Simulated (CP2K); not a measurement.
The C K edge of isocyanoacetaldehyde was computed by TDDFT (CP2K XAS_TDP, aug-cc-pVDZ, TDA) at these levels: PBE, PBEh(45%) and PBEh(45%) + GW2X. The first three lines of C1 (bonded to N) with a strength over 0.0015, energy in eV and strength:

| run | first | second | third |
| --- | --- | --- | --- |
| 1 | 281.68 (0.071) | 281.74 (0.070) | 286.68 (0.002) |
| 2 | 269.44 (0.009) | 269.85 (0.026) | 270.21 (0.025) |
| 3 | 289.13 (0.069) | 289.19 (0.069) | 294.13 (0.002) |

Q: Which run is which?

Run 1: PBEh(45%) (45 % exact exchange). Run 2: PBE (0 % exact exchange). Run 3: PBEh(45%) + GW2X (45 % exact exchange). Self-interaction lifts the core level, so the uncorrected lines rise with the share of exact exchange. The GW2X run keeps the spacings of its parent: 0.06 eV between the first two lines in run 3, 0.06 eV in run 1. Its shift is +7.45 eV, since the Kohn–Sham level at this share of exchange lies that far above the quasiparticle level.

[Hosts, paths, dates, database ids (printed as entryN), source tags and the programs' standing remarks are cut or masked in the printed files.]
